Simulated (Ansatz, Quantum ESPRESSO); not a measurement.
# BaOs3 (Pm-3m): zone-centre phonons, part 3 of 3

Which modes does BaOs3 (Pm-3m) have at the zone centre?

Quantum ESPRESSO 7.5; DFT LDA, scalar-relativistic, plane waves, JTH PAW pseudopotentials.

So far, highest optical zone-centre mode (no LO-TO term) (cm⁻¹): step 6 (zone-centre analysis) 153; step 8 (without ASR) 153.

The structure was built from a prototype and need not be the compound's stable phase.

**9. Cross-check with Ansatz**

The same cell goes through another code, with its own cutoff. The potentials differ. Its k mesh is centred on Γ.

This step: DFT LDA, scalar-relativistic, plane waves, PAW (Ansatz 0.2.0).

input.yaml reads:

```yaml
crystal:
  lattice:
    - [4.1205825825, 0.0, 0.0]
    - [0.0, 4.1205825825, 0.0]
    - [0.0, 0.0, 4.1205825825]
  atoms:
    - { symbol: Ba, position: [0.0, 0.0, 0.0] }
    - { symbol: Os, position: [0.0, 0.5, 0.5] }
    - { symbol: Os, position: [0.5, 0.0, 0.5] }
    - { symbol: Os, position: [0.5, 0.5, 0.0] }
kpoints:
  mp_grid: { grid: [8, 8, 8] }
hamiltonian:
  xc: lda
scf:
  occupations: { method: cold, width: 0.27211 }
output:
  eigenvalues: true
phonons:
  method: dfpt
```

Launch:

```console
$ ansatz run input.yaml --threads 4 --pin off --max-ram 8192MiB --backend cpu --events-out ev --progress --plain --runs-dir out
```

Numbers of over 12 decimals in the logs are rounded to 6 here.

The log of the run:

```text
zone centre: on kpoints.mp_grid the ground state, and the responses unless they are solved on pairs of k-points, stand on 125 of the mesh's 512 k-points, reduced under 8 symmetry operations, with k and −k counted as one. Each operation leaves every solved displacement unchanged or reverses it
Engine: ansatz 0.2.0, aarch64-unknown-linux-gnu
Pseudopotentials: kind: paw
Pseudopotential: Ba, paw, valence charge 10, recommended cutoff 420 eV (normal), Ba.paw.azcp
Pseudopotential: Os, paw, valence charge 16, recommended cutoff 420 eV (normal), Os.paw.azcp
Functional definition: SPW92
  exchange = slater_x
  correlation = pw_c
Crystal: 4 atoms, lattice volume = 69.964 Å³
Basis set: ecut = 420 eV, 1357 PW (Γ), exchange–correlation on 60×60×60 points (8 copies of the dense FFT grid, shifted against one another)
Bands: 35, of which v1, the nominal top of the filled ones, is band 29 counted from 1 (28 counted from 0)
Symmetry: 48 space group operations
k-points: 125 of 512 (irreducible under 8 space group operations)
Non-local potential: Ba, projectors of the file, l = 0: 3, l = 1: 2, l = 2: 2, l = 3: 2
Non-local potential: Os, projectors of the file, l = 0: 3, l = 1: 2, l = 2: 2, l = 3: 1
PAW form: soft (Blöchl's): semilocal exchange-correlation on the pseudo side does not see the compensation charge
PAW frozen core: Ba, regenerated for the run's functional, and the local potential with it (the file was generated under x = pbe(κ = 0.804, μ = 0.219515), c = pbe(β = 0.066725))
PAW frozen core: Os, regenerated for the run's functional, and the local potential with it (the file was generated under x = pbe(κ = 0.804, μ = 0.219515), c = pbe(β = 0.066725))
PAW one-centre angular grid: Ba, 194 points (default); XC on 64 Gauss nodes
PAW one-centre angular grid: Os, 590 points (default); XC on 64 Gauss nodes
Initial density: superposition of atomic densities (neutral atoms: chi_scale 0, normalization atom), corrected by the library's trained network
Initial wavefunctions: pseudopotential atomic-orbital guess
Functional: x = slater, c = lda
SCF iter   1: F=—  HF=-39128.060698 eV  |F-HF|=—  |Δ(HF+E_count)|=         —  Δρ=6.11e-3  dr2=2.50e-2  ethr=1.77e-3  ⟨swp⟩=5.3  Hψ=16413  notcnv=0
preconditioner: auto → Kerker (q_TF=auto, 2.644 Å⁻¹)  [metal: Δε(μ)=0.014 eV  Ē_g=7.419 eV  σ=0.272 eV  W_gap=0.04  n_scr=26 (ndim 8)  ℏωp=25.9 eV  f_vac=0.000  D(μ)=7.72/eV (n_scr^D=92)]
SCF iter   2: F=—  HF=-39128.056528 eV  |F-HF|=—  |Δ(HF+E_count)|=   4.17e-3  S|Δr|=    0.00e0  Δρ=3.23e-3  dr2=7.66e-3  ethr=4.30e-5  ⟨swp⟩=2.0  Hψ=6883  notcnv=0
SCF iter   3: F=—  HF=-39128.054939 eV  |F-HF|=—  |Δ(HF+E_count)|=   1.59e-3  S|Δr|=    0.00e0  Δρ=6.00e-4  dr2=6.17e-4  ethr=1.32e-5  ⟨swp⟩=2.1  Hψ=5688  notcnv=0
SCF iter   4: F=—  HF=-39128.054756 eV  |F-HF|=—  |Δ(HF+E_count)|=   1.83e-4  S|Δr|=    0.00e0  Δρ=1.84e-4  dr2=1.52e-5  ethr=1.06e-6  ⟨swp⟩=2.0  Hψ=7727  notcnv=0
SCF iter   5: F=—  HF=-39128.054749 eV  |F-HF|=—  |Δ(HF+E_count)|=   6.91e-6  S|Δr|=    0.00e0  Δρ=2.35e-5  dr2=3.14e-7  ethr=2.62e-8  ⟨swp⟩=2.0  Hψ=7420  notcnv=0
SCF iter   6: F=—  HF=-39128.054752 eV  |F-HF|=—  |Δ(HF+E_count)|=   2.51e-6  S|Δr|=    0.00e0  Δρ=5.58e-6  dr2=2.24e-8  ethr=5.41e-10  ⟨swp⟩=2.0  Hψ=7991  notcnv=0
SCF iter   7: F=—  HF=-39128.054752 eV  |F-HF|=—  |Δ(HF+E_count)|=   4.33e-9  S|Δr|=    0.00e0  Δρ=1.50e-6  dr2=1.43e-9  ethr=3.87e-11  ⟨swp⟩=2.3  Hψ=7902  notcnv=0
SCF iter   8: F=—  HF=-39128.054752 eV  |F-HF|=—  |Δ(HF+E_count)|=  3.71e-10  S|Δr|=    0.00e0  Δρ=3.63e-7  dr2=7.24e-11  ethr=2.46e-12  ⟨swp⟩=2.2  Hψ=7545  notcnv=0
SCF iter   9: F=-39128.054752 eV  HF=-39128.054752 eV  |F-HF|=7.28e-12  |Δ(HF+E_count)|=  2.91e-11  S|Δr|=    0.00e0  Δρ=5.09e-8  dr2=1.28e-12  ethr=1.00e-12  ⟨swp⟩=7.0  Hψ=20925  notcnv=0
SCF 1 converged in 9 iterations: F = -39128.054752 eV  dr2 = 1.28e-12
  greatest PAW one-centre occupation: 1.000 electrons in one spin orbital (limit 2), on the Os atom at site 3 (counted from 0), in its partial waves of l = 0
DFPT response loops at Γ: preconditioner auto → Kerker (q_TF=auto, 2.644 Å⁻¹) (partly filled bands, converged f_vac=0.000); β = 1.00, the filter's whole step (`scf.mixing.beta` (0.50) is not read by the response loops under this deck's `scf.mixing.preconditioner`; to damp them name `kerker` or `kerker_dos`, under which they read `scf.mixing.beta`, and type it under 1.00, their step now; both keys bind the ground state too); Broyden in place of MSR1
SCF converged after 9 iterations
Stability not checked: this state was not tested for a lower state beside it, because cold or Methfessel-Paxton smearing, or corrected tetrahedra, fill the levels in a way that the test cannot read (fill_not_monotonic; see scf.lower_state_search)
Free energy (F): -39128.054752 eV
Harris-Foulkes:  -39128.054752 eV  (|F-HF|=7.28e-12)
Internal energy: -39128.090977 eV  (E = F + TS)
E sigma→0 (E₀):  -39128.066827 eV
Entropy (-TS):   0.036225 eV (9.056 meV/atom)
Fermi energy:    19.872465 eV
--- Per-component energies (eV) ---
  E_band       = -348.460121
  E_kinetic    = 1870.473151
  E_local      = -3318.039710  (includes V_loc(G=0)·N_el)
  E_nonlocal   = 78.598260
  E_hartree    = 1348.327383
  E_xc         = -963.083171
  E_vxc        = -988.972212  (∫ρ·V_xc dr)
  E_paw        = -31302.071373  (= ΣΔE_a)
  E_vpaw       = -687.174119  (= ΣTr[D̂ρ^β])
  E_aug_tail   = -0.000217  (compensation charges beyond the density's cutoff)
  E_ewald      = -6843.666017
  E_core_change = 1.370718  (= ΣΔE_core)
  E_smearing   = 0.036225  (= −TS)
  E_closure    = 0.000000  (closes the sum)
  Σ components = -39128.054752   (vs F -39128.054752, Δ=0.00e0)
--- Band table (eV; the first three rows and the last of 125) ---
  k-point 0: bands = [... 25 lower, 18.7627, 20.6840, 20.6840, 21.8928, 22.4342, 22.4342, 22.4342, 24.1764, ... 2 higher]
  k-point 1: bands = [... 25 lower, 18.9000, 20.5110, 20.6774, 21.6422, 21.6422, 21.6531, 22.4350, 22.9952, ... 2 higher]
  k-point 2: bands = [... 25 lower, 19.2828, 20.0385, 20.3742, 20.3742, 20.5158, 21.1036, 21.3096, 22.4369, ... 2 higher]
  k-point 124: bands = [... 25 lower, 18.6109, 19.3986, 19.3986, 19.7012, 21.9350, 21.9350, 21.9350, 24.6279, ... 2 higher]
--- Phonons (Γ-DFPT): 3 representative perturbations + reference, on 125 of 512 k-points (Σ response iterations 9) ---
  k mesh reduced under 8 symmetry operations, with k and −k counted as one. Each operation leaves every solved displacement unchanged or reverses it
  ASR residual: 2.441e-5 → 0.000e0 eV/Å²; symmetrization residual: 8.306e-6 eV/Å²
  ASR residual per site (eV/Å²): 1.38e-5 2.44e-5 2.44e-5 2.44e-5
  Γ frequencies (cm⁻¹): -109.03 -109.03 -109.03 -66.02 -66.02 -66.02 0.00 0.00 0.00 112.72 112.72 112.72
  non-analytic LO–TO correction: not included (Born effective charges unavailable; polar crystals: no LO–TO splitting at Γ)
```

Wall time 38 s (4 threads of Arm Neoverse V1, shared host); peak memory 1.2 GiB; 2.4 min of CPU time.

Numbers from this step:

```
sum-rule residual before enforcement             : 2.44e-5 eV/Å²
highest optical zone-centre mode (no LO-TO term) : 112.7 cm⁻¹
lowest optical zone-centre mode                  : -109.0 cm⁻¹
```

**10. The two compared: QE JTH and Ansatz, PAW**

Numbers from this step:

| Item | Value |
| --- | --- |
| root-mean-square difference | 31.95 cm⁻¹ |
| largest difference | 40.38 cm⁻¹ |

Frequencies side by side, by row:

```csv
q (reciprocal lattice),mode,QE JTH (cm⁻¹),"Ansatz, PAW (cm⁻¹)"
0 0 0,1,-106.5,-109
0 0 0,2,-106.5,-109
0 0 0,3,-106.5,-109
0 0 0,4,-28.27,-66.02
0 0 0,5,-28.27,-66.02
0 0 0,6,-28.27,-66.02
0 0 0,7,0,0
0 0 0,8,0,0
0 0 0,9,0,0
0 0 0,10,153.1,112.7
0 0 0,11,153.1,112.7
0 0 0,12,153.1,112.7
```

At the zone centre the largest difference (acoustic modes at Γ apart) is 26 % of the highest mode.

**11. Outcome**

* space group after relaxation: Pm-3m
* volume per atom: 17.5 Å³
* highest optical zone-centre mode (no LO-TO term): 153.1 cm⁻¹
* lowest optical zone-centre mode: -106.5 cm⁻¹
* imaginary optical modes at the zone centre (no q mesh in this session): yes
* largest difference from Ansatz, PAW: 40.4 cm⁻¹

What this shows: At the LDA level the optical modes of BaOs3 (Pm-3m) at the zone centre run from 107i to 153 cm⁻¹, so the structure is a saddle point, with 6 modes beyond 10i cm⁻¹ there. On other potentials, and in a cell that was not relaxed for them, the second run differs strongly on some modes. The relaxation gained more than 0.3 eV an atom, so the start was far from this structure and its bonding may have changed. Of the 9 optical modes, 6 are infrared active alone and 3 are silent. QE JTH and Ansatz, PAW differ by 31.9 cm⁻¹ in the root mean square and by 40.4 cm⁻¹ at most, 26.4 % of the highest mode compared (acoustic modes at Γ left out); the two use different potentials, and the cell was not relaxed for the second set. These are harmonic frequencies at zero temperature: anharmonic shifts and linewidths and thermal expansion are left out. Spin-orbit coupling is left out, which can matter for the heavy elements here. In a metal the frequencies hang on the k mesh and the smearing, most of all near Kohn anomalies. The structure is a hypothetical one, built on a prototype.

[Host names and launcher messages were left out of these logs when they were recorded.]

[Logs are printed without paths, hosts, clocks, repeated set-up lines and the standing remarks that a program may print on its own settings, such as how far it seeks lower states.]

[Hosts, paths, dates, database ids (printed as entryN), source tags and the programs' standing remarks are cut or masked in the printed files.]
